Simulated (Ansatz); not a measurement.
## Pb2C (model cell, started as cuprite): a soft mode frozen in

Which phase does Pb2C (model cell, started as cuprite) fall into along its unstable mode, and how much energy does it gain?

Calculated with Ansatz 0.2.0; DFT PBEsol, scalar-relativistic, plane waves, PAW.

Report form: the programs' logs are mostly left out.

The structure was built from a prototype and need not be the compound's stable phase.

### 1. The starting structure

Symmetry: Pn-3m, No. 224, cubic system. The conventional cell has a = 5.312 Å, b = 5.312 Å, c = 5.312 Å, α = 90.00°, β = 90.00°, γ = 90.00°. Nearest to C lie 4 Pb at 2.30 Å. Nearest to Pb lie 2 C at 2.30 Å. Farther neighbours are not listed.

### 2. Response at finite wavevector

The cell comes from relaxations at this level that are not shown. Stability and thermal properties need the whole zone. Linear response on a 2×2×2 q mesh gives force constants as far as a supercell of that size would.

Input file input.yaml:

```yaml
crystal:
  lattice:
    - [5.3121165119, 0.0, 0.0]
    - [0.0, 5.3121165119, 0.0]
    - [0.0, 0.0, 5.3121165119]
  atoms:
    - { symbol: C, position: [0.0, 0.0, 0.0] }
    - { symbol: C, position: [0.5, 0.5, 0.5] }
    - { symbol: Pb, position: [0.25, 0.25, 0.25] }
    - { symbol: Pb, position: [0.75, 0.75, 0.25] }
    - { symbol: Pb, position: [0.75, 0.25, 0.75] }
    - { symbol: Pb, position: [0.25, 0.75, 0.75] }
kpoints:
  mp_grid: { grid: [6, 6, 6] }
hamiltonian:
  xc: pbesol
scf:
  occupations: { method: methfessel_paxton, width: 0.15 }
output:
  eigenvalues: true
phonons:
  method: dfpt
  qmesh: [2, 2, 2]
  temperatures: { t_max: 1000, t_step: 50 }
  qpath:
    path:
      - [[0.0, 0.0, 0.0], [0.0, 0.5, 0.0], [0.5, 0.5, 0.0], [0.0, 0.0, 0.0], [0.5, 0.5, 0.5], [0.0, 0.5, 0.0]]
      - [[0.5, 0.5, 0.5], [0.5, 0.5, 0.0]]
    npoints: 10
```

The run is started by

```console
$ ansatz run input.yaml --threads 8 --pin off --max-ram 14336MiB --backend cpu --events-out ev --progress --plain --runs-dir out
```

Wall time 89 s (8 threads of Arm Neoverse V2, shared host); peak memory 2 GiB.

This step gave:

| Quantity | Value |
| --- | --- |
| volume per atom | 24.98 Å³ |
| gap on the k-mesh | 0 eV |
| sum-rule residual before enforcement | 3.10e-5 eV/Å² |
| lowest frequency on the path | -278.5 cm⁻¹ |
| point group | m-3m |
| highest frequency on the path or at a solved wavevector | 418.3 cm⁻¹ |
| highest optical mode at the zone centre (no LO-TO term) | 353.2 cm⁻¹ |
| lowest optical zone-centre mode | -101.0 cm⁻¹ |
| lowest mode on the q mesh (acoustic modes at Γ apart) | -278.5 cm⁻¹ |

Frequencies (cm⁻¹) solved at each irreducible wavevector; negative means imaginary. Frequencies by wavevector, by row:

| q in reciprocal lattice units | star | mode 1 | mode 2 | mode 3 | mode 4 | mode 16 | mode 17 | mode 18 |
| --- | --- | --- | --- | --- | --- | --- | --- | --- |
| 0 0 0 | 1 | -101 | -101 | -101 | -76.4 | 353.2 | 353.2 | 353.2 |
| 0 0 -0.5 | 3 | -84.2 | -84.2 | -52.3 | -52.3 | 308.6 | 407.8 | 407.8 |
| 0 -0.5 -0.5 | 3 | -278.5 | -278.5 | -59 | -59 | 275.9 | 383.6 | 383.6 |
| -0.5 -0.5 -0.5 | 1 | -93 | -93 | -93 | -40.7 | 342 | 342 | 342 |

Interpolated from a 2×2×2 q mesh. The phonon branches at the labelled points (cm⁻¹):

| point | branch 1 | branch 2 | branch 3 | branch 4 | branch 15 | branch 16 | branch 17 | branch 18 |
| --- | --- | --- | --- | --- | --- | --- | --- | --- |
| Γ | -101 | -101 | -101 | -76 | 138 | 353 | 353 | 353 |
| halfway | -101 | -101 | -58 | -54 | 186 | 350 | 382 | 382 |
| X | -84 | -84 | -52 | -52 | 309 | 309 | 408 | 408 |
| halfway | -197 | -197 | -56 | -56 | 276 | 276 | 403 | 403 |
| M | -278 | -278 | -59 | -59 | 276 | 276 | 384 | 384 |
| halfway | -157 | -153 | -58 | -54 | 206 | 326 | 393 | 398 |
| Γ | -101 | -101 | -101 | -76 | 138 | 353 | 353 | 353 |
| halfway | -153 | -119 | -119 | -51 | 158 | 377 | 378 | 378 |
| R | -93 | -93 | -93 | -41 | 253 | 342 | 342 | 342 |
| halfway | -197 | -136 | -84 | -59 | 177 | 351 | 358 | 407 |
| X | -84 | -84 | -52 | -52 | 309 | 309 | 408 | 408 |
| jump to R | -93 | -93 | -93 | -41 | 253 | 342 | 342 | 342 |
| halfway | -178 | -178 | -79 | -50 | 253 | 320 | 378 | 378 |
| M | -278 | -278 | -59 | -59 | 276 | 276 | 384 | 384 |

Symmetry leaves 4 wavevectors to solve. The lowest mode among them, the acoustic zeros apart, lies at q = (0, -0.5, -0.5) and is imaginary, 278.5i cm⁻¹, so the energy falls along it.

### 3. The mode frozen in, largest atomic shift 0 Å

The mode followed lies at q = (0, -0.5, -0.5) with frequency 278.5i cm⁻¹ and is 2-fold degenerate, the softest among the wavevectors solved. At small amplitude the distorted cell has space group no. 49 by a symmetry search on the positions. The undistorted cell that holds it gives the zero of energy on the same k mesh.

System of this step: Pb2C (model cell, started as cuprite). Symmetry: Pn-3m, No. 224, cubic system. The conventional cell has a = 5.312 Å, b = 5.312 Å, c = 5.312 Å, α = 90.00°, β = 90.00°, γ = 90.00°. Nearest to C lie 4 Pb at 2.30 Å. Nearest to Pb lie 2 C at 2.30 Å. Farther neighbours are not listed.

Input file input.yaml:

```yaml
crystal:
  lattice:
    - [-5.3121165119, 0.0, 0.0]
    - [0.0, -5.3121165119, -5.3121165119]
    - [0.0, -5.3121165119, 5.3121165119]
  atoms:
    - { symbol: C, position: [0.0, 1.0, 0.0] }
    - { symbol: C, position: [0.0, 0.5, 0.5] }
    - { symbol: C, position: [0.5, 0.0, 0.5] }
    - { symbol: C, position: [0.5, 0.5, 0.0] }
    - { symbol: Pb, position: [0.75, 0.25, 0.5] }
    - { symbol: Pb, position: [0.75, 0.75, 0.0] }
    - { symbol: Pb, position: [0.25, 1.0, 0.25] }
    - { symbol: Pb, position: [0.25, 0.5, 0.75] }
    - { symbol: Pb, position: [0.25, 1.0, 0.75] }
    - { symbol: Pb, position: [0.25, 0.5, 0.25] }
    - { symbol: Pb, position: [0.75, 0.75, 0.5] }
    - { symbol: Pb, position: [0.75, 0.25, 0.0] }
kpoints:
  mp_grid: { grid: [6, 4, 4] }
hamiltonian:
  xc: pbesol
scf:
  occupations: { method: methfessel_paxton, width: 0.15 }
output:
  forces: true
  stress: true
  eigenvalues: true
```

Elapsed: 3.8 s, on 8 threads; peak memory 1.4 GiB.

This step gave:

```
pressure                         : 0.1049 GPa
energy from the undistorted cell : 0 meV/atom
```

The run ends at a pressure of 0.10 GPa.

### 4. The mode frozen in, largest atomic shift 0.22 Å

The atoms are moved along the unstable eigenvector, the largest shift by 0.22 Å, with the cell fixed.

Input file input.yaml:

```yaml
crystal:
  lattice:
    - [-5.3121165119, 0.0, 0.0]
    - [0.0, -5.3121165119, -5.3121165119]
    - [0.0, -5.3121165119, 5.3121165119]
  atoms:
    - { symbol: C, position: [0.0, 1.0292846536, 0.0] }
    - { symbol: C, position: [0.0, 0.4707153464, 0.5] }
    - { symbol: C, position: [0.5, 0.0292846536, 0.5] }
    - { symbol: C, position: [0.5, 0.4707153464, 0.0] }
    - { symbol: Pb, position: [0.75, 0.25, 0.5] }
    - { symbol: Pb, position: [0.75, 0.75, 0.0] }
    - { symbol: Pb, position: [0.25, 0.9985955774, 0.25] }
    - { symbol: Pb, position: [0.25, 0.5014044226, 0.75] }
    - { symbol: Pb, position: [0.25, 0.9985955774, 0.75] }
    - { symbol: Pb, position: [0.25, 0.5014044226, 0.25] }
    - { symbol: Pb, position: [0.75, 0.75, 0.5] }
    - { symbol: Pb, position: [0.75, 0.25, 0.0] }
kpoints:
  mp_grid: { grid: [6, 4, 4] }
hamiltonian:
  xc: pbesol
scf:
  occupations: { method: methfessel_paxton, width: 0.15 }
output:
  forces: true
  stress: true
  eigenvalues: true
```

The job ended after 6.3 s (8 threads; peak memory 1.6 GiB).

Numbers from this step:

```
pressure                         : 0.5544 GPa
energy from the undistorted cell : -12.09 meV/atom
```

The energy, extrapolated to zero smearing, is -12.09 meV/atom against the undistorted cell.

The run ends at a pressure of 0.55 GPa, with forces up to 0.54 eV/Å.

### 5. Energy along the mode, all amplitudes (two of the runs are shown above)

An imaginary frequency means negative curvature, so the energy should fall and then rise again as anharmonic terms take over.

Numbers from this step:

```
depth at the lowest point sampled  : 12.09 meV/atom
largest atomic shift at that point : 0.22 Å
```

The energy from the parent by largest atomic shift:

| largest atomic shift (Å) | energy from the parent (meV/atom) |
| --- | --- |
| 0.000 | 0 |
| 0.040 | -1.20 |
| 0.080 | -3.81 |
| 0.140 | -8.56 |
| 0.220 | -12.1 |
| 0.320 | -1.74 |
| 0.450 | 50.3 |

Displacement at unit largest shift by atom:

| atom | x (Å) | y (Å) | z (Å) | size |
| --- | --- | --- | --- | --- |
| C1 | 0.000 | -0.707 | -0.707 | 1.000 |
| C2 | 0.000 | 0.707 | 0.707 | 1.000 |
| C3 | 0.000 | -0.707 | -0.707 | 1.000 |
| C4 | 0.000 | 0.707 | 0.707 | 1.000 |
| Pb5 | 0.000 | 0.000 | 0.000 | 0.000 |
| Pb6 | 0.000 | 0.000 | 0.000 | 0.000 |
| Pb7 | 0.000 | 0.034 | 0.034 | 0.048 |
| Pb8 | 0.000 | -0.034 | -0.034 | 0.048 |
| Pb9 | 0.000 | 0.034 | 0.034 | 0.048 |
| Pb10 | 0.000 | -0.034 | -0.034 | 0.048 |
| Pb11 | 0.000 | 0.000 | 0.000 | 0.000 |
| Pb12 | 0.000 | 0.000 | 0.000 | 0.000 |

The lowest of the steps tried is at 0.22 Å, 12.1 meV/atom below the parent; the bottom of the well need not coincide with a step.

### 6. Relaxation from the frozen mode

Starting from the lowest point found, all atoms and the cell are let go, so that strain and other modes of the same symmetry can join in.

Edit input.yaml of step 4 so:

```diff
@@ -28 +28,6 @@
   eigenvalues: true
+relax:
+  adjacent_minimum: "off"
+  f_tol: 0.002
+  max_steps: 120
+  cell: { stress_tol: 0.03 }
```

Run time: 1.8 min. Hardware: 8 threads; peak memory 1.6 GiB.

Step by step:

| step | energy less that of the first step (eV) | largest force component (eV/Å) | pressure (GPa) | volume (Å³) |
| --- | --- | --- | --- | --- |
| 1 | 0.0000 | 0.3799 | 0.55 | 299.80 |
| 2 | -0.3954 | 0.2238 | 0.00 | 299.95 |
| 3 | -0.4961 | 0.4428 | 0.01 | 300.17 |
| 4 | -0.6937 | 0.0571 | -0.62 | 302.35 |
| 5 | -0.7308 | 0.1024 | 0.52 | 296.02 |
| 6 | -0.7398 | 0.0532 | 0.05 | 298.47 |
| 7 | -0.7436 | 0.0112 | 0.01 | 298.71 |
| 8 | -0.7448 | 0.0020 | -0.01 | 298.86 |
| 9 | -0.7450 | 0.0022 | 0.01 | 298.69 |
| 10 | -0.7449 | 0.0031 | 0.00 | 298.78 |
| 11 | -0.7449 | 0.0002 | 0.00 | 298.77 |
| 12* | -0.7515 | 0.0008 | 0.02 | 298.77 |
| 13 | -0.7515 | 0.0051 | -0.02 | 299.06 |
| 14 | -0.7516 | 0.0032 | 0.01 | 298.90 |
| 15 | -0.7516 | 0.0004 | 0.00 | 298.94 |
| 16* | -0.7517 | 0.0004 | 0.00 | 298.94 |

Relaxation steps marked * repeat the geometry before them on a plane-wave basis chosen anew for their cell, so energy and pressure can jump there.

The run keeps the 8 symmetry operations that it works with, so distortions that break them were not tested.

| conventional cell, symmetrised | before | after | change |
| --- | --- | --- | --- |
| a (Å) | 5.312 | 5.346 | +0.6 % |
| b (Å) | 7.512 | 8.016 | +6.7 % |
| c (Å) | 7.512 | 6.976 | -7.1 % |
| volume (Å³/atom) | 24.98 | 24.91 | -0.3 % |

The atoms that moved most (Å, as changes of fractional coordinates times the final cell):

| atom | dx | dy | dz | length |
| --- | --- | --- | --- | --- |
| Pb8 | 0.000 | -0.261 | -0.261 | 0.369 |
| Pb9 | 0.000 | 0.261 | 0.261 | 0.369 |
| Pb10 | 0.000 | -0.261 | -0.261 | 0.369 |
| Pb7 | 0.000 | 0.261 | 0.261 | 0.369 |
| C3 | 0.004 | -0.057 | -0.057 | 0.081 |
| C4 | 0.004 | 0.057 | 0.057 | 0.081 |
| C1 | -0.004 | -0.057 | -0.057 | 0.081 |
| C2 | -0.004 | 0.057 | 0.057 | 0.081 |

Final coordinates:

```
C Pb
1.0
    -5.34582    0.00000    0.00000
     0.00000   -5.66845   -5.66845
     0.00000   -4.93262    4.93262
C Pb
4 8
Direct
  0.00079 0.03940 0.00000
  0.00079 0.46060 0.50000
  0.49921 0.03940 0.50000
  0.49921 0.46060 0.00000
  0.75000 0.25000 0.50000
  0.75000 0.75000 0.00000
  0.25000 0.95253 0.25000
  0.25000 0.54747 0.75000
  0.25000 0.95253 0.75000
  0.25000 0.54747 0.25000
  0.75000 0.75000 0.50000
  0.75000 0.25000 0.00000
```

This step gave:

| Item | Value |
| --- | --- |
| pressure | -7.10e-4 GPa |
| volume per atom | 24.91 Å³ |

The distorted start has space group Pccm; the relaxation ends in Pccm.

### 7. Outcome

* unstable mode of the parent: q = (0, -0.5, -0.5), 278i cm⁻¹
* depth at the lowest point sampled: 12.1 meV/atom
* largest atomic shift at that point: 0.22 Å
* space group reached (within 0.01 Å): Pccm
* energy gained over the parent (first relaxation, on the mesh of the frozen mode): 74.8 meV/atom
* volume per atom, phase reached: 24.9 Å³

Along this mode the structure falls into Pccm, 74.8 meV/atom below the parent. At the parent's cell the well is 12.09 meV/atom deep on the steps tried, with its lowest point at a shift of 0.22 Å. Relaxing atoms and cell changes the gain by +62.69 meV/atom against the lowest step (energies at zero smearing). Most of the total comes from this relaxation. The modes of the phase reached were not computed on this path. Of the 6 patterns followed to their end from this parent, this one ends 6.60 meV/atom above the lowest, P222. Each path keeps the symmetry of its pattern, so a lower phase may lie along a pattern not tried. With no gap, or one that is small against the smearing, the frequencies hang on the k mesh and the smearing, most of all near Kohn anomalies. Spin-orbit coupling is left out, which can matter for the heavy elements here. The starting cell was built on a prototype and not taken from a measurement, so the phase need not exist.

[Logs are printed without paths, hosts, clocks, repeated set-up lines and the standing remarks that a program may print on its own settings, such as how far it seeks lower states.]

[Hosts, paths, dates, database ids (printed as entryN), source tags and the programs' standing remarks are cut or masked in the printed files.]
